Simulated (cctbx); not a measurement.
# PrGd3: precision against data quality

Space group P6_3/mmc (no. 194), a = 7.2870 Å, b = 7.2870 Å, c = 5.9350 Å, α = 90.00°, β = 90.00°, γ = 120.00°.

| atom | mult. | x | y | z | Ueq (Å²) |
| --- | --- | --- | --- | --- | --- |
| Gd1 | 6 | 0.1619 | 0.3238 | 1/4 | 0.0056 |
| Pr1 | 2 | 1/3 | 2/3 | 3/4 | 0.0039 |

The model was made for the exercise: a known structure type with other elements put in, its volume estimated, not relaxed; displacement parameters are assumed.

Five simulated data sets (cctbx; Ag Kα, λ = 0.56087 Å; 6 % proportional error) differ in resolution or exposure (noise floor 8 counts in the first three, 8 in the last two). Each is refined with the right model, isotropic at 1.1 Å and anisotropic otherwise. How do the figures of merit and the uncertainties move?

| d min (Å) | top counts | ⟨I/σ⟩ (unmerged, absences included) | unique | param. (scale apart) | Rint | R1 | GooF | largest s.u. xyz (fractional) | s.u. U of Pr1 (Å²) | largest error (Å) |
| --- | --- | --- | --- | --- | --- | --- | --- | --- | --- | --- |
| 1.1 | 40000 | 6.5 | 57 | 3 | 0.045 | 0.0155 | 0.97 | 0.00006 | 0.0006 | 0.0001 |
| 0.84 | 40000 | 7.2 | 111 | 6 | 0.047 | 0.0125 | 0.85 | 0.00003 | 0.0003 | 0.0001 |
| 0.6 | 40000 | 7.2 | 279 | 6 | 0.047 | 0.0126 | 0.87 | 0.00002 | 0.0001 | 0.0001 |
| 0.75 | 300 | 1.0 | 151 | 6 | 0.347 | 0.0388 | 0.79 | 0.00132 | 0.0067 | 0.0026 |
| 0.75 | 3000 | 3.0 | 151 | 6 | 0.083 | 0.0195 | 0.79 | 0.00015 | 0.0008 | 0.0002 |

The number of reflections grows roughly as 1/d³: 57, 111 and 279 here. R1 follows the noise rather than the truth: at 300 counts it is 0.0388, at 3000 counts 0.0195, while GooF is 0.79 and 0.79: the weights 1/σ² carry the noise. The s.u. of U (U11 where anisotropic) for Pr1 goes 0.0006, 0.0003, 0.0001 Å² with resolution and 0.0067, 0.0008 Å² with exposure.

Hardware for the 0.6 Å refinement: 0.48 s on 1 thread of Arm Neoverse N1 (shared host), peak memory 0.09 GiB.
